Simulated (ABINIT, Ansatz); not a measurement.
# A GW chain in ABINIT: Cl (Cmce), part 3 of 3

Wanted: ground state, empty states, screening and self-energy for Cl (Cmce).

ABINIT 10.8.3; PBE and many-body steps on it, plane waves. Known limits of the many-body steps: not at the basis limit; coarse k mesh.

So far. Step 4 (Empty states on the mesh, 4×4×2 mesh, 768 bands): On this mesh the gap is 2.469 eV. Step 5 (Screening, 4×4×2 mesh, 318 bands, screening to 176.9 eV): Local fields lower ε∞ by 19 %. On a Γ-centred mesh this coarse the value itself is usually too large, while a short band sum pulls it down.

### 6. Self-energy, 4×4×2 mesh, 318 bands, screening to 176.9 eV

The self-energy is evaluated for the states that the input lists, and the levels follow from it, in one-shot runs by the linearised quasiparticle equation.

This step: G0W0 on PBE, plane waves, norm-conserving pseudopotentials.

run.abi

```
acell 3*1.0 Angstrom
rprim 
  3.145000000000 -2.250000000000 0.000000000000
  3.145000000000 2.250000000000 0.000000000000
  0.000000000000 0.000000000000 8.210000000000
ntypat 1
znucl 17
natom 4
typat 1 1 1 1
xred 
  0.870000000000 0.130000000000 0.100000000000
  0.630000000000 0.370000000000 0.600000000000
  0.130000000000 0.870000000000 0.900000000000
  0.370000000000 0.630000000000 0.400000000000
pp_dirpath "pseudos"
pseudos "Cl.upf"
ecut 25
ngkpt 4 4 2
nshiftk 1
shiftk 0 0 0
kptopt 1
chksymbreak 0
istwfk *1
occopt 1
irdwfk 1
optdriver 4
nband 318
gwcalctyp 0
ecutsigx 25
symsigma 1
nkptgw 2
kptgw 
  0.5000000000 0.5000000000 0.0000000000
  0.0000000000 0.0000000000 0.0000000000
bdgw 
  13 16
  13 16
ecuteps 6.5
irdscr 1
ppmodel 1
indata_prefix "in"
outdata_prefix "out"
tmpdata_prefix "tmp"
```

On the command line:

```bash
> OMP_NUM_THREADS=1 mpirun -n 4 abinit run.abi > log
```

Numbers of over 12 decimals in the logs are rounded to 6 here.

The log of the run:

```text
.Version 10.8.3 of ABINIT. v10.8.2 released Aug 2026.

 Symmetries : space group Cm c a (# 64); Bravais oC (1-face-center ortho.)
[... echo of the input left out ...]
== DATASET  1 ==================================================================
-   mpi_nproc: 4, omp_nthreads: 1 (-1 if OMP is not activated)

--- !DatasetInfo
iteration_state: {dtset: 1, }
dimensions: {natom: 4, nkpt: 14, mband: 318, nsppol: 1, nspinor: 1, nspden: 1, mpw: 4726, }
cutoff_energies: {ecut:  25.0, pawecutdg:  -1.0, }
electrons: {nelect:   2.80000000E+01, charge:   0.00000000E+00, occopt:   1.00000000E+00, tsmear:   1.00000000E-02, }

 SIGMA: Calculation of the GW corrections

 Based on a program developped by R.W. Godby, V. Olevano, G. Onida, and L. Reining.
 Incorporated in ABINIT by V. Olevano, G.-M. Rignanese, and M. Torrent.
.Using double precision arithmetic ; gwpc =  8

[... cell and pseudopotentials left out ...]
--------------------------------------------------------------------------------

 ==== K-mesh for the wavefunctions ====
 Number of points in the irreducible wedge :    14
[... list of points left out ...]
 Together with  8 symmetry operations and time-reversal symmetry
 yields    32 points in the full Brillouin Zone.

 ==== Q-mesh for screening function ====
 Number of points in the irreducible wedge :    14
[... list of points left out ...]
 Together with  8 symmetry operations and time-reversal symmetry
 yields    32 points in the full Brillouin Zone.

 vcoul_init : cutoff-mode = AUXILIARY_FUNCTION
 q-points for optical limit:   1
     1)      0.000010    0.000020    0.000030
 setmesh: FFT mesh size selected  =    36x   36x   72
          total number of points  =        93312

 Number of electrons calculated from density =   28.0000; Expected =   28.0000
 average of density, n =  0.035710
 r_s =    1.8838
 omega_plasma =   18.2284 [eV]

 === KS Band Gaps ===
  >>>> For spin  1
   Minimum direct gap =   2.5251 [eV], located at k-point      :   0.0000  0.0000  0.0000
   Fundamental gap    =   2.4691 [eV], Top of valence bands at :   0.5000  0.5000  0.0000
                                       Bottom of conduction at :   0.0000  0.0000  0.0000
 SIGMA fundamental parameters:
 PLASMON POLE MODEL  1
 number of plane-waves for SigmaX                 4675
 number of plane-waves for SigmaC and W            611
 number of plane-waves for wavefunctions          4675
 number of bands                                   318
 number of independent spin polarizations            1
 number of spinorial components                      1
 number of k-points in IBZ                          14
 number of q-points in IBZ                          14
 number of symmetry operations                       8
 number of k-points in BZ                           32
 number of q-points in BZ                           32
 number of frequencies for dSigma/dE                 9
 frequency step for dSigma/dE [eV]                0.25
 number of omega for Sigma on real axis              0
 max omega for Sigma on real axis  [eV]           0.00
 zcut for avoiding poles [eV]                     0.10

 EPSILON^-1 parameters (SCR file):
 dimension of the eps^-1 matrix on file            611
 dimension of the eps^-1 matrix used               611
 number of plane-waves for wavefunctions          4675
 number of bands                                   318
 number of q-points in IBZ                          14
 number of frequencies                               2
 number of real frequencies                          1
 number of imag frequencies                          1

 matrix elements of self-energy operator (all in [eV])

 Perturbative Calculation

--- !SelfEnergy_ee
iteration_state: {dtset: 1, }
kpoint     : [   0.500,    0.500,    0.000, ]
spin       : 1
KS_gap     :    2.546
QP_gap     :    5.755
Delta_QP_KS:    3.209
data: !SigmaeeData |
     Band     E0 <VxcDFT>   SigX SigC(E0)      Z dSigC/dE  Sig(E)    E-E0       E
       13  -1.186 -14.321 -18.741   2.245   0.785  -0.274 -16.028  -1.707  -2.893
       14  -0.824 -14.674 -19.122   2.207   0.789  -0.268 -16.442  -1.768  -2.592
       15   1.722 -14.106  -8.998  -3.282   0.789  -0.267 -12.665   1.441   3.163
       16   1.912 -14.243  -9.064  -3.302   0.787  -0.270 -12.766   1.477   3.390

--- !SelfEnergy_ee
iteration_state: {dtset: 1, }
kpoint     : [   0.000,    0.000,    0.000, ]
spin       : 1
KS_gap     :    2.525
QP_gap     :    5.671
Delta_QP_KS:    3.146
data: !SigmaeeData |
     Band     E0 <VxcDFT>   SigX SigC(E0)      Z dSigC/dE  Sig(E)    E-E0       E
       13  -0.970 -14.511 -19.022   2.242   0.789  -0.268 -16.300  -1.789  -2.759
       14  -0.880 -14.708 -19.184   2.239   0.788  -0.269 -16.471  -1.763  -2.643
       15   1.645 -13.980  -8.981  -3.250   0.791  -0.264 -12.596   1.383   3.029
       16   2.208 -14.626  -9.222  -3.447   0.783  -0.277 -13.093   1.533   3.740

== END DATASET(S) ==============================================================
================================================================================

 -outvars: echo values of variables after computation  --------
           etotal      0.0000000000E+00
            nband         318
             nkpt          14
          spgroup          64
 [... the other variables as echoed above ...]

 Calculation completed.
```

Wall time 4.6 min (4 MPI ranks of Arm Neoverse N1, shared host); peak memory 5.5 GiB.

Numbers from this step:

| Item | Value |
| --- | --- |
| G0W0 gap on the points computed | 5.621 eV |
| starting gap on the mesh | 2.469 eV |
| k of the valence top | 0.5, 0.5, 0 |
| k of the conduction bottom | 0, 0, 0 |
| Z at the valence top | 0.789 |
| Z at the conduction bottom | 0.791 |
| least direct G0W0 gap on the computed points | 5.672 eV |

The gap on the mesh goes from 2.47 eV to 5.62 eV, a correction of +3.15 eV.

Limits: finite bands, cutoff and mesh; coarse k mesh. v1 is the top filled band, c1 the lowest empty one. Levels before and after the correction, in eV, zero at the valence-band top of each column:

|  | conduction bottom | valence top |
| --- | --- | --- |
| Kohn-Sham | 2.47 | 0.00 |
| G0W0 | 5.62 | 0.00 |

|  | level | energy (eV) |
| --- | --- | --- |
| Kohn-Sham | (0.5 0.5 0) v2 | -0.362 |
| Kohn-Sham | (0.5 0.5 0) v1 | 0.000 |
| Kohn-Sham | (0.5 0.5 0) c1 | 2.546 |
| Kohn-Sham | (0.5 0.5 0) c2 | 2.736 |
| Kohn-Sham | Γ v2 | -0.146 |
| Kohn-Sham | Γ v1 | -0.056 |
| Kohn-Sham | Γ c1 | 2.469 |
| Kohn-Sham | Γ c2 | 3.031 |
| G0W0 | (0.5 0.5 0) v2 | -0.301 |
| G0W0 | (0.5 0.5 0) v1 | 0.000 |
| G0W0 | (0.5 0.5 0) c1 | 5.755 |
| G0W0 | (0.5 0.5 0) c2 | 5.982 |
| G0W0 | Γ v2 | -0.167 |
| G0W0 | Γ v1 | -0.051 |
| G0W0 | Γ c1 | 5.621 |
| G0W0 | Γ c2 | 6.332 |

### 7. Where the time went

Times are wall times on 4 MPI ranks of Arm Neoverse N1, shared host, good to a factor of about two.

| step | time | share | memory (GiB) |
| --- | --- | --- | --- |
| ground state | 51 s | 3 % | 0.36 |
| bands along the symmetry lines | 56 s | 3 % | 0.39 |
| empty states on the mesh | 7.5 min | 25 % | 5.1 |
| screening | 16 min | 54 % | 4.9 |
| self-energy | 4.6 min | 15 % | 5.5 |

### 8. Outcome

- PBE gap: 2.46 eV, indirect
- G0W0 gap on the mesh: 5.62 eV
- GW settings: 4×4×2 mesh, 318 bands, screening to 176.9 eV, Godby-Needs plasmon pole
- known limits: not at the basis limit; coarse k mesh

In words: G0W0 moves the gap on the mesh from 2.47 eV to 5.62 eV (+3.15 eV), with Z of 0.79 and 0.79 at the edges. Local fields lower the RPA ε∞ on this mesh from 3.46 to 2.81; a Γ-centred mesh this coarse tends to raise both, most where the direct gap is narrow, while a short band sum lowers them. Only 2 of the mesh's irreducible points were corrected, so a valley elsewhere could overtake. The dearest step here is «screening». Bands and cutoff are finite, so the gap is not at the basis limit. The miss can reach some tenths of an eV and take either sign; the mesh is an error of its own. In the G0W0 run levels were corrected at 2 k points alone, so a gap called «on the mesh» is the least over those, and an edge elsewhere would be missed. The 4×4×2 mesh is coarse for this cell, which bears on the long-range parts of exchange and screening.

[Paths, hosts, dates, memory and timing lines, banners, echoed tables and standing remarks are left out of the program output.]

[Logs are printed without paths, hosts, clocks, repeated set-up lines and the standing remarks that a program may print on its own settings, such as how far it seeks lower states.]

[Runs of the session that timed out or met a known fault of the program may be left out.]

[Hosts, paths, dates, database ids (printed as entryN), source tags and the programs' standing remarks are cut or masked in the printed files.]

[G0W0 gaps are taken among the corrected bands and points alone; a level outside them can change the order at an edge.]

[Where Ansatz stands beside ABINIT at settings called matched, ABINIT's density can come from a denser mesh and the files from another edition; pairs whose starting gaps differed by over 0.03 eV were left out, so agreement reads better than it is.]
